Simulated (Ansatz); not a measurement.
# Be4P2O (built on the sites of a database entry of Ca4Sb2O): a soft mode frozen in, part 2 of 2

Aim: this structure of Be4P2O (built on the sites of a database entry of Ca4Sb2O) is to be tested for unstable modes, and one is followed downhill.

Ansatz 0.2.0; DFT PBEsol, scalar-relativistic, plane waves, PAW.

So far. Step 4 (The mode frozen in, largest atomic shift 0.32 Å): The run ends at a pressure of 1.39 GPa, with forces up to 0.28 eV/Å. Step 5 (Energy along the mode, all amplitudes (two of the runs …): The lowest of the steps tried is at 0.32 Å, 33.3 meV/atom below the parent; the bottom of the well need not coincide with a step.

The structure was built from a prototype and need not be the compound's stable phase.

## (6) Relaxing from the distorted cell

Starting from the lowest point found, all atoms and the cell are let go, so that strain and other modes of the same symmetry can join in.

File input.yaml:

```yaml
crystal:
  lattice:
    - [-1.7913590676, 1.7913590676, 5.4716745197]
    - [1.7913590676, -1.7913590676, 5.4716745197]
    - [1.7913590676, 1.7913590676, -5.4716745197]
  atoms:
    - { symbol: Be, position: [0.5188375633, 0.0036961621, 0.5225337254] }
    - { symbol: Be, position: [-0.0036961621, 0.4811624367, 0.4774662746] }
    - { symbol: Be, position: [0.279893655, 0.406207901, 0.0] }
    - { symbol: Be, position: [0.593792099, 0.720106345, 0.0] }
    - { symbol: P, position: [0.1578507409, 0.1347053625, 0.0] }
    - { symbol: P, position: [0.8652946375, 0.8421492591, 0.0] }
    - { symbol: O, position: [0.5178142753, 0.4821857247, 0.0] }
kpoints:
  mp_grid: { grid: [16, 16, 16] }
hamiltonian:
  xc: pbesol
scf:
  occupations: { method: methfessel_paxton, width: 0.2 }
output:
  forces: true
  stress: true
  eigenvalues: true
relax:
  adjacent_minimum: "off"
  f_tol: 0.002
  max_steps: 120
  cell: { stress_tol: 0.03 }
```

Run with:

```bash
$ ansatz run input.yaml --threads 8 --pin off --max-ram 14336MiB --backend cpu --events-out ev --progress --plain --runs-dir out
```

Numbers of over 12 decimals in the logs are rounded to 6 here.

The program printed:

```text
[...]
Crystal: 7 atoms, lattice volume = 70.234 Å³
Basis set: ecut = 420 eV, 1355 PW (Γ), FFT grids on a1+a3, a2+a3, a3, exchange–correlation on 48×48×90 points (8 copies of the dense FFT grid, shifted against one another)
Bands: 19, of which v1, the nominal top of the filled ones, is band 12 counted from 1 (11 counted from 0)
Symmetry: 4 space group operations
[...]
k-points: 621 of 4096 (time reversal used)
[...]
SCF iter   1: F=—  HF=-2403.792678 eV  |F-HF|=—  |Δ(HF+E_count)|=         —  Δρ=9.77e-3  dr2=5.70e-2  ethr=1.77e-3  ⟨swp⟩=5.7  Hψ=66222  notcnv=0
[...]
SCF iter   6: F=-2403.777608 eV  HF=-2403.777608 eV  |F-HF|=1.48e-8  |Δ(HF+E_count)|=   1.24e-7  S|Δr|=    0.00e0  Δρ=5.38e-6  dr2=3.15e-8  ethr=4.17e-10  ⟨swp⟩=8.5  Hψ=62272  notcnv=0
SCF 1 converged in 6 iterations: F = -2403.777608 eV  dr2 = 3.15e-8
[...]
relax step   1: F+E_penalty+E_count = -2403.77760772 eV  Δ(F+E_penalty+E_count) = +0.000e0 eV  max|allowed force component| = 2.707e-1 eV/Å  Δτ_max = 0.0000 Å  P = +1.390 GPa  Ω = 70.234 Å³  (6 SCF iters, dr2 threshold 1.00e-7 eV, accepted)
Crystal: 7 atoms, lattice volume = 70.788 Å³
Basis set: ecut = 420 eV, 1359 PW (Γ), FFT grids on a1+a3, a2+a3, a3, exchange–correlation on 48×48×90 points (8 copies of the dense FFT grid, shifted against one another)
[...]
iter 1 solved again at ethr=2.16e-5 eV; its pass at ethr=3.10e-3 eV (dr2=5.19e-3 eV) is discarded
[...]
SCF iter   5: F=-2403.842643 eV  HF=-2403.842643 eV  |F-HF|=2.56e-8  |Δ(HF+E_count)|=   1.12e-6  S|Δr|=    0.00e0  Δρ=1.55e-5  dr2=1.75e-7  ethr=2.92e-9  ⟨swp⟩=3.6  Hψ=50151  notcnv=0
SCF 2 converged in 5 iterations: F = -2403.842643 eV  dr2 = 1.75e-7
relax step   2: F+E_penalty+E_count = -2403.84264254 eV  Δ(F+E_penalty+E_count) = -6.503e-2 eV  max|allowed force component| = 2.657e-1 eV/Å  Δτ_max = 0.0244 Å  P = +0.565 GPa  Ω = 70.788 Å³  energy of the carried Pulay correction = -7.042e-4 eV  (5 SCF iters, dr2 threshold 7.00e-7 eV, accepted)
Crystal: 7 atoms, lattice volume = 71.903 Å³
Basis set: ecut = 420 eV, 1405 PW (Γ), FFT grids on a1+a3, a2+a3, a3, exchange–correlation on 48×48×90 points (8 copies of the dense FFT grid, shifted against one another)
[...]
SCF iter   6: F=-2403.926580 eV  HF=-2403.926580 eV  |F-HF|=1.43e-7  |Δ(HF+E_count)|=   1.08e-6  S|Δr|=    0.00e0  Δρ=1.36e-5  dr2=2.44e-7  ethr=2.92e-9  ⟨swp⟩=5.6  Hψ=55186  notcnv=0
SCF 3 converged in 6 iterations: F = -2403.926580 eV  dr2 = 2.44e-7
[...]
relax step   3: F+E_penalty+E_count = -2403.92658005 eV  Δ(F+E_penalty+E_count) = -8.394e-2 eV  max|allowed force component| = 2.645e-1 eV/Å  Δτ_max = 0.0557 Å  P = -0.438 GPa  Ω = 71.903 Å³  energy of the carried Pulay correction = -2.103e-3 eV  (6 SCF iters, dr2 threshold 7.00e-7 eV, accepted)
[... from here on, the SCF cycles and remarks between the steps are left out ...]
relax step   4: F+E_penalty+E_count = -2404.01471341 eV  Δ(F+E_penalty+E_count) = -8.813e-2 eV  max|allowed force component| = 2.132e-1 eV/Å  Δτ_max = 0.0926 Å  P = -0.340 GPa  Ω = 73.035 Å³  energy of the carried Pulay correction = -3.500e-3 eV  (6 SCF iters, dr2 threshold 7.00e-7 eV, accepted)
relax step   5: F+E_penalty+E_count = -2404.03534351 eV  Δ(F+E_penalty+E_count) = -2.063e-2 eV  max|allowed force component| = 2.714e-1 eV/Å  Δτ_max = 0.0763 Å  P = +1.188 GPa  Ω = 74.053 Å³  energy of the carried Pulay correction = -4.739e-3 eV  (6 SCF iters, dr2 threshold 7.00e-7 eV, accepted)
relax step   6: F+E_penalty+E_count = -2404.05140465 eV  Δ(F+E_penalty+E_count) = -1.606e-2 eV  max|allowed force component| = 8.408e-2 eV/Å  Δτ_max = 0.0460 Å  P = -0.233 GPa  Ω = 74.640 Å³  energy of the carried Pulay correction = -5.445e-3 eV  (5 SCF iters, dr2 threshold 7.00e-7 eV, accepted)
relax step   7: F+E_penalty+E_count = -2404.05278268 eV  Δ(F+E_penalty+E_count) = -1.378e-3 eV  max|allowed force component| = 1.930e-2 eV/Å  Δτ_max = 0.0087 Å  P = +0.148 GPa  Ω = 74.332 Å³  energy of the carried Pulay correction = -5.075e-3 eV  (4 SCF iters, dr2 threshold 6.35e-7 eV, accepted)
relax step   8: F+E_penalty+E_count = -2404.05270467 eV  Δ(F+E_penalty+E_count) = +7.801e-5 eV  max|allowed force component| = 2.107e-2 eV/Å  Δτ_max = 0.0026 Å  P = -0.093 GPa  Ω = 74.439 Å³  energy of the carried Pulay correction = -5.204e-3 eV  (4 SCF iters, dr2 threshold 7.36e-8 eV, accepted)
relax step   9: F+E_penalty+E_count = -2404.05281063 eV  Δ(F+E_penalty+E_count) = -1.060e-4 eV  max|allowed force component| = 8.940e-4 eV/Å  Δτ_max = 0.0018 Å  P = +0.001 GPa  Ω = 74.410 Å³  energy of the carried Pulay correction = -5.169e-3 eV  (4 SCF iters, dr2 threshold 6.39e-8 eV, accepted)
relax step  10: F+E_penalty+E_count = -2404.07215594 eV  Δ(F+E_penalty+E_count) = -1.935e-2 eV  max|allowed force component| = 2.713e-3 eV/Å  Δτ_max = 0.0000 Å  P = +0.364 GPa  Ω = 74.410 Å³  stress off target by 6.20e-1 GPa  SCF on the basis re-selected at this cell (its energy is not comparable with the rows above)  (7 SCF iters)
relax step  11: F+E_penalty+E_count = -2404.07286280 eV  Δ(F+E_penalty+E_count) = -7.069e-4 eV  max|allowed force component| = 1.113e-2 eV/Å  Δτ_max = 0.0079 Å  P = +0.047 GPa  Ω = 74.880 Å³  energy of the carried Pulay correction = -5.794e-4 eV  (5 SCF iters, dr2 threshold 7.00e-7 eV, accepted)
relax step  12: F+E_penalty+E_count = -2404.07285082 eV  Δ(F+E_penalty+E_count) = +1.198e-5 eV  max|allowed force component| = 2.481e-3 eV/Å  Δτ_max = 0.0015 Å  P = -0.017 GPa  Ω = 74.925 Å³  energy of the carried Pulay correction = -6.361e-4 eV  (4 SCF iters, dr2 threshold 4.82e-8 eV, accepted)
relax step  13: F+E_penalty+E_count = -2404.07285892 eV  Δ(F+E_penalty+E_count) = -8.097e-6 eV  max|allowed force component| = 2.260e-4 eV/Å  Δτ_max = 0.0004 Å  P = +0.003 GPa  Ω = 74.920 Å³  energy of the carried Pulay correction = -6.301e-4 eV  (5 SCF iters, dr2 threshold 3.85e-10 eV, accepted)
[...]
SCF iter   1: F=—  HF=-2404.073601 eV  |F-HF|=—  |Δ(HF+E_count)|=         —  Δρ=5.31e-5  dr2=2.05e-7  ethr=2.83e-6  ⟨swp⟩=2.3  Hψ=93294  notcnv=0
eigensolver tolerance schedule: the retry pair's looser diagonalisation over-reported the residual by 3308.28 of it (diagonalisation noise at an unbounded share of the residual, at the tolerance the schedule requests for it); recorded, not acted on — ethr = c·dr2/N_el stays at c = 1.0e-1
SCF iter   2: F=—  HF=-2404.073526 eV  |F-HF|=—  |Δ(HF+E_count)|=   7.55e-5  S|Δr|=    0.00e0  Δρ=2.65e-5  dr2=5.46e-8  ethr=8.56e-10  ⟨swp⟩=2.6  Hψ=19833  notcnv=0
[...]
SCF iter   5: F=-2404.073526 eV  HF=-2404.073526 eV  |F-HF|=1.82e-12  |Δ(HF+E_count)|=  2.77e-11  S|Δr|=    0.00e0  Δρ=1.01e-7  dr2=8.03e-12  ethr=1.00e-12  ⟨swp⟩=6.9  Hψ=56883  notcnv=0
SCF 14 converged in 5 iterations: F = -2404.073526 eV  dr2 = 8.03e-12
relax step  14: F+E_penalty+E_count = -2404.07352623 eV  Δ(F+E_penalty+E_count) = -6.673e-4 eV  max|allowed force component| = 2.266e-4 eV/Å  Δτ_max = 0.0000 Å  P = +0.007 GPa  Ω = 74.920 Å³  stress off target by 2.07e-2 GPa  SCF on the basis re-selected at this cell (its energy is not comparable with the rows above)  (5 SCF iters)
[...]
SCF converged after 5 iterations
[...]
Free energy (F): -2404.073526 eV
[...]
Internal energy: -2404.073721 eV  (E = F + TS)
E sigma→0 (E₀):  -2404.073575 eV
Entropy (-TS):   0.000194 eV (0.028 meV/atom)
Fermi energy:    8.269363 eV
[...]
--- Forces (eV/Å), atoms counted from 1 ---
  atom   1  Be     0.00006367    -0.00006244    -0.00000000
  atom   2  Be     0.00006244    -0.00006367     0.00000000
  atom   3  Be    -0.00022662     0.00022662     0.00005786
  atom   4  Be    -0.00022662     0.00022662    -0.00005786
  atom   5  P      0.00007870    -0.00007870     0.00015946
  atom   6  P      0.00007870    -0.00007870    -0.00015946
  atom   7  O      0.00016970    -0.00016970     0.00000000
  max |Σ_I F_I| component: 2.79e-8 eV/Å
--- Stress (GPa, compression-positive) ---
        0.013907       0.006809      -0.000000
        0.006809       0.013907       0.000000
       -0.000000       0.000000      -0.006159
  P = ⅓ Tr σ = 0.0072 GPa (0.072 kbar)
--- Band table (eV; the first three rows and the last of 621) ---
  k-point 0: bands = [... 8 lower, 6.0272, 6.4501, 6.9540, 7.2407, 8.5785, 9.0813, 11.1357, 13.4281, ... 3 higher]
  k-point 1: bands = [... 8 lower, 6.0707, 6.3329, 6.8444, 7.1198, 8.7888, 9.4027, 11.5389, 13.4747, ... 3 higher]
  k-point 2: bands = [... 8 lower, 5.9327, 5.9911, 6.0978, 7.6821, 9.3410, 10.1666, 12.3466, 12.8157, ... 3 higher]
  k-point 620: bands = [... 8 lower, 5.7876, 6.0405, 7.2499, 7.7965, 8.3237, 9.6067, 10.3786, 11.1486, ... 3 higher]
--- Relaxed structure (12 steps of the walk, 12 accepted, 2 SCFs on fresh bases) ---
  F+E_penalty+E_count = -2404.07352623 eV   max|allowed force component| = 2.266e-4 eV/Å   (the final SCF, on the basis selected at the relaxed cell)
  cell:  # Å, volume = 74.9201 Å³
    - [-1.902830, 1.902830, 5.058487]
    - [1.902830, -1.902830, 5.058487]
    - [1.945888, 1.945888, -5.058487]
  atoms:
    - { symbol: Be, position: [0.568004, 0.035235, 0.603239] }
    - { symbol: Be, position: [-0.035235, 0.431996, 0.396761] }
    - { symbol: Be, position: [0.263280, 0.437582, 0.0] }
    - { symbol: Be, position: [0.562418, 0.736720, 0.0] }
    - { symbol: P, position: [0.166697, 0.131588, 0.0] }
    - { symbol: P, position: [0.868412, 0.833303, 0.0] }
    - { symbol: O, position: [0.536211, 0.463789, 0.0] }
```

Wall time 4 min (8 threads of Intel Xeon Platinum 8259CL at 2.50GHz (Skylake/Cascade Lake), shared host); peak memory 1.2 GiB; 30 min of CPU time.

The steps of the relaxation:

| step | energy less that of the first step (eV) | largest force component (eV/Å) | pressure (GPa) | volume (Å³) |
| --- | --- | --- | --- | --- |
| 1 | 0.0000 | 0.2707 | 1.39 | 70.23 |
| 2 | -0.0650 | 0.2657 | 0.57 | 70.79 |
| 3 | -0.1490 | 0.2645 | -0.44 | 71.90 |
| 4 | -0.2371 | 0.2132 | -0.34 | 73.04 |
| 5 | -0.2577 | 0.2714 | 1.19 | 74.05 |
| 6 | -0.2738 | 0.0841 | -0.23 | 74.64 |
| 7 | -0.2752 | 0.0193 | 0.15 | 74.33 |
| 8 | -0.2751 | 0.0211 | -0.09 | 74.44 |
| 9 | -0.2752 | 0.0009 | 0.00 | 74.41 |
| 10* | -0.2945 | 0.0027 | 0.36 | 74.41 |
| 11 | -0.2953 | 0.0111 | 0.05 | 74.88 |
| 12 | -0.2952 | 0.0025 | -0.02 | 74.92 |
| 13 | -0.2953 | 0.0002 | 0.00 | 74.92 |
| 14* | -0.2959 | 0.0002 | 0.01 | 74.92 |

Relaxation steps marked * repeat the geometry before them on a plane-wave basis chosen anew for their cell, so energy and pressure can jump there.

Forces are held to the 4 operations that the run works with; a distortion that breaks them can't arise in this run.

| conventional cell, symmetrised | before | after | change |
| --- | --- | --- | --- |
| a (Å) | 5.067 | 5.504 | +8.6 % |
| b (Å) | 10.943 | 10.117 | -7.6 % |
| c (Å) | 5.067 | 5.382 | +6.2 % |
| volume (Å³/atom) | 10.03 | 10.70 | +6.7 % |

The atoms that moved most (Å, as changes of fractional coordinates times the final cell):

| atom | dx | dy | dz | length |
| --- | --- | --- | --- | --- |
| Be1 | 0.124 | 0.191 | 0.000 | 0.227 |
| Be2 | -0.191 | -0.124 | 0.000 | 0.227 |
| Be4 | 0.091 | -0.091 | -0.075 | 0.149 |
| Be3 | 0.091 | -0.091 | 0.075 | 0.149 |
| O7 | -0.070 | 0.070 | 0.000 | 0.099 |
| P5 | -0.023 | 0.023 | 0.029 | 0.043 |
| P6 | -0.023 | 0.023 | -0.029 | 0.043 |

Numbers from this step:

```yaml
pressure: 0.007218 GPa
volume_per_atom: 10.70 Å³
gap_on_the_k_mesh: 0 eV
```

The distorted start has space group Fmm2; the relaxation ends in Fmm2.

## (7) The new phase in its own primitive cell

The relaxed structure is symmetrised, reduced to its primitive cell and relaxed tightly, as its phonons need.

File input.yaml:

```yaml
crystal:
  lattice:
    - [0.0, 5.0584868074, 2.6910074031]
    - [2.75190153, 0.0, 2.6910074031]
    - [2.75190153, 5.0584868074, 0.0]
  atoms:
    - { symbol: Be, position: [0.568003557, 0.9647650007, 0.431996443] }
    - { symbol: Be, position: [0.9647650007, 0.568003557, 0.0352349993] }
    - { symbol: Be, position: [0.2632800351, 0.5624175587, 0.4375824413] }
    - { symbol: Be, position: [0.5624175587, 0.2632800351, 0.7367199649] }
    - { symbol: P, position: [0.1666971528, 0.8684120744, 0.1315879256] }
    - { symbol: P, position: [0.8684120744, 0.1666971528, 0.8333028472] }
    - { symbol: O, position: [0.5362114302, 0.5362114302, 0.4637885698] }
kpoints:
  mp_grid: { grid: [10, 10, 10] }
hamiltonian:
  xc: pbesol
scf:
  occupations: { method: methfessel_paxton, width: 0.2 }
output:
  forces: true
  stress: true
  eigenvalues: true
relax:
  adjacent_minimum: "off"
  f_tol: 0.001
  max_steps: 60
  cell: { stress_tol: 0.01 }
```

The program printed:

```text
[...]
Crystal: 7 atoms, lattice volume = 74.920 Å³
Basis set: ecut = 420 eV, 1489 PW (Γ), exchange–correlation on 80×54×80 points (8 copies of the dense FFT grid, shifted against one another)
Bands: 19, of which v1, the nominal top of the filled ones, is band 12 counted from 1 (11 counted from 0)
Symmetry: 4 space group operations
[...]
k-points: 171 of 1000 (time reversal used)
[...]
- [2.752376, 0.0, 2.691010]
    - [2.752376, 5.058096, 0.0]
  atoms:
    - { symbol: Be, position: [0.568025, 0.964735, 0.431975] }
    - { symbol: Be, position: [0.964735, 0.568025, 0.035265] }
    - { symbol: Be, position: [0.263259, 0.562399, 0.437601] }
    - { symbol: Be, position: [0.562399, 0.263259, 0.736741] }
    - { symbol: P, position: [0.166698, 0.868464, 0.131536] }
    - { symbol: P, position: [0.868464, 0.166698, 0.833302] }
    - { symbol: O, position: [0.536206, 0.536206, 0.463794] }
[key lines of the parts left out:]
SCF converged after 6 iterations
Free energy (F): -2404.074114 eV
Fermi energy:    8.258846 eV
P = ⅓ Tr σ = -0.0016 GPa (-0.016 kbar)
```

Wall time 23 s (8 threads); peak memory 0.66 GiB.

Little changed from the start: no atom moved by 0.005 Å and no cell edge by 0.1 %.

This step gave:

- pressure: -0.001615 GPa

The largest force component left is 0.81 meV/Å and the pressure is -0.002 GPa, within the tolerances set. The cell now holds 10.70 Å³/atom.

## (8) Modes of the new phase, k-mesh 10×10×10

A relaxed structure may still be a saddle point, so its zone-centre modes are computed. No field response is asked, since the mesh shows no gap.

File input.yaml:

```yaml
crystal:
  lattice:
    - [0.0, 5.0580962114, 2.6910100678]
    - [2.7523757566, 0.0, 2.6910100678]
    - [2.7523757566, 5.0580962114, 0.0]
  atoms:
    - { symbol: Be, position: [0.5680246759, 0.9647351277, 0.4319753241] }
    - { symbol: Be, position: [0.9647351277, 0.5680246759, 0.0352648723] }
    - { symbol: Be, position: [0.2632590874, 0.5623994811, 0.4376005189] }
    - { symbol: Be, position: [0.5623994811, 0.2632590874, 0.7367409126] }
    - { symbol: P, position: [0.1666975459, 0.8684644345, 0.1315355655] }
    - { symbol: P, position: [0.8684644345, 0.1666975459, 0.8333024541] }
    - { symbol: O, position: [0.5362064564, 0.5362064564, 0.4637935436] }
kpoints:
  mp_grid: { grid: [10, 10, 10] }
hamiltonian:
  xc: pbesol
scf:
  occupations: { method: methfessel_paxton, width: 0.2 }
output:
  eigenvalues: true
phonons:
  method: dfpt
```

The program printed:

```text
[...]
Crystal: 7 atoms, lattice volume = 74.927 Å³
Basis set: ecut = 420 eV, 1489 PW (Γ), exchange–correlation on 80×80×80 points (8 copies of the dense FFT grid, shifted against one another)
Bands: 19, of which v1, the nominal top of the filled ones, is band 12 counted from 1 (11 counted from 0)
Symmetry: 4 space group operations
k-points: 504 of 1000 (irreducible under 1 space group operation, time reversal used)
[...]
SCF iter   1: F=—  HF=-2404.085700 eV  |F-HF|=—  |Δ(HF+E_count)|=         —  Δρ=8.68e-3  dr2=4.80e-2  ethr=1.77e-3  ⟨swp⟩=6.0  Hψ=55310  notcnv=0
[...]
SCF iter   9: F=-2404.074114 eV  HF=-2404.074114 eV  |F-HF|=2.73e-12  |Δ(HF+E_count)|=  4.32e-11  S|Δr|=    0.00e0  Δρ=1.01e-7  dr2=9.62e-12  ethr=1.00e-12  ⟨swp⟩=8.8  Hψ=57792  notcnv=0
SCF 1 converged in 9 iterations: F = -2404.074114 eV  dr2 = 9.62e-12
[...]
SCF converged after 9 iterations
[...]
Free energy (F): -2404.074114 eV
[...]
Internal energy: -2404.074817 eV  (E = F + TS)
E sigma→0 (E₀):  -2404.074289 eV
Entropy (-TS):   0.000704 eV (0.101 meV/atom)
Fermi energy:    8.258845 eV
[...]
--- Band table (eV; the first three rows and the last of 504) ---
  k-point 0: bands = [... 8 lower, 6.0271, 6.4480, 6.9534, 7.2369, 8.5766, 9.0798, 11.1324, 13.4265, ... 3 higher]
  k-point 1: bands = [... 8 lower, 5.9540, 6.1662, 6.9328, 7.0325, 8.8352, 9.6225, 11.5004, 13.3479, ... 3 higher]
  k-point 2: bands = [... 8 lower, 5.4858, 5.9574, 6.6420, 7.0144, 9.2686, 10.7061, 12.0994, 12.8825, ... 3 higher]
  k-point 503: bands = [... 8 lower, 5.2201, 5.9531, 6.3545, 7.2778, 9.6361, 9.7630, 11.3482, 12.4320, ... 3 higher]
[...]
k mesh reduced under 1 symmetry operation, with k and −k counted as one. Each operation leaves every solved perturbation unchanged. A smaller set is not used because it would not reduce the number of displacements times k-points to solve
  ASR residual: 7.495e-5 → 0.000e0 eV/Å²; symmetrization residual: 3.646e-6 eV/Å²
  ASR residual per site (eV/Å²): 1.53e-5 1.53e-5 7.28e-5 7.28e-5 1.22e-5 1.22e-5 7.49e-5
[...]
```

It took 3.3 min on 8 threads; peak memory 2.9 GiB.

Numbers from this step:

- sum-rule residual before enforcement: 7.49e-5 eV/Å²
- point group: mm2
- highest optical mode at the zone centre (no LO-TO term): 740.7 cm⁻¹
- lowest optical zone-centre mode: -229.8 cm⁻¹

Patterns of degenerate modes are one choice out of their space. The modes at Γ (shares of kinetic energy by element, %) (negative means imaginary):

| mode | frequency (cm⁻¹) | symmetry | Be % | P % | O % |
| --- | --- | --- | --- | --- | --- |
| 1 | -229.8 | A2 | 88 | 12 | 0 |
| 2 | -216.4 | B1 | 81 | 17 | 2 |
| 3 | 0.0 | acoustic | 32 | 54 | 14 |
| 4 | 0.0 | acoustic | 32 | 54 | 14 |
| 5 | 0.0 | acoustic | 32 | 54 | 14 |
| 6 | 175.0 | B1 | 88 | 5 | 8 |
| 7 | 208.1 | A2 | 16 | 84 | 0 |
| 8 | 239.3 | B2 | 12 | 87 | 0 |
| 9 | 248.8 | A1 | 71 | 29 | 1 |
| 10 | 300.6 | A2 | 96 | 4 | 0 |
| 11 | 330.7 | B1 | 25 | 23 | 52 |
| 12 | 385.5 | A1 | 23 | 77 | 0 |
| 13 | 395.6 | B2 | 35 | 36 | 28 |
| 14 | 441.4 | A1 | 27 | 21 | 52 |
| 15 | 477.5 | B2 | 75 | 8 | 17 |
| 16 | 550.4 | B1 | 75 | 1 | 25 |
| 17 | 578.4 | A1 | 65 | 8 | 27 |
| 18 | 588.3 | B2 | 76 | 10 | 13 |
| 19 | 618.6 | A1 | 94 | 6 | 1 |
| 20 | 715.7 | A1 | 89 | 5 | 6 |
| 21 | 740.7 | B2 | 70 | 3 | 27 |

Displacements in mode 1 (-229.8 cm⁻¹), the largest set to 1:
```
Be1  0.00  0.53  0.00
Be2  0.00 -0.53  0.00
Be3 -1.00  0.00  0.00
Be4  1.00  0.00  0.00
P5  -0.23  0.00  0.00
P6   0.23  0.00  0.00
O7   0.00  0.00  0.00
```

Displacements in mode 16 (550.4 cm⁻¹), the largest set to 1:
```
Be1 -0.73  0.00 -1.00
Be2 -0.73  0.00  1.00
Be3  0.26  0.00  0.00
Be4  0.26  0.00  0.00
P5  -0.06  0.00  0.00
P6  -0.06  0.00  0.00
O7   0.77  0.00  0.00
```

Before it was imposed, the acoustic sum rule was missed by 7.5e-5 eV/Å². Small misses are needed for a sound result but don't prove that mesh and cutoff are converged. The lowest optical mode is imaginary, 229.8i cm⁻¹, so the energy falls along it.

## (9) What came out

| Quantity | Value |
| --- | --- |
| unstable mode of the parent | q = (0, 0, 0), 338i cm⁻¹ |
| depth at the lowest point sampled | 33.3 meV/atom |
| largest atomic shift at that point | 0.32 Å |
| space group reached (within 0.01 Å) | Fmm2 |
| energy gained over the parent (first relaxation, on the mesh of the frozen mode) | 75.6 meV/atom |
| volume per atom, phase reached | 10.7 Å³ |
| lowest optical zone-centre mode, phase reached | -230 cm⁻¹ |
| highest optical mode at the zone centre (no LO-TO term), phase reached | 741 cm⁻¹ |

In words: Along this mode the structure falls into Fmm2, 75.6 meV/atom below the parent. At the parent's cell the well is 33.29 meV/atom deep on the steps tried, with its lowest point at a shift of 0.32 Å. Relaxing atoms and cell changes the gain by +42.27 meV/atom against the lowest step (energies at zero smearing). The new phase still has an imaginary mode at the zone centre of its cell, so it is a saddle point on the way to a lower structure. Of the 3 patterns followed to their end from this parent, this one ends 116 meV/atom above the lowest, Imm2. Each path keeps the symmetry of its pattern, so a lower phase may lie along a pattern not tried. With no gap, or one that is small against the smearing, the frequencies hang on the k mesh and the smearing, most of all near Kohn anomalies. The starting cell was built on a prototype and not taken from a measurement, so the phase need not exist.

[Logs are printed without paths, hosts, clocks, repeated set-up lines and the standing remarks that a program may print on its own settings, such as how far it seeks lower states.]

[Hosts, paths, dates, database ids (printed as entryN), source tags and the programs' standing remarks are cut or masked in the printed files.]
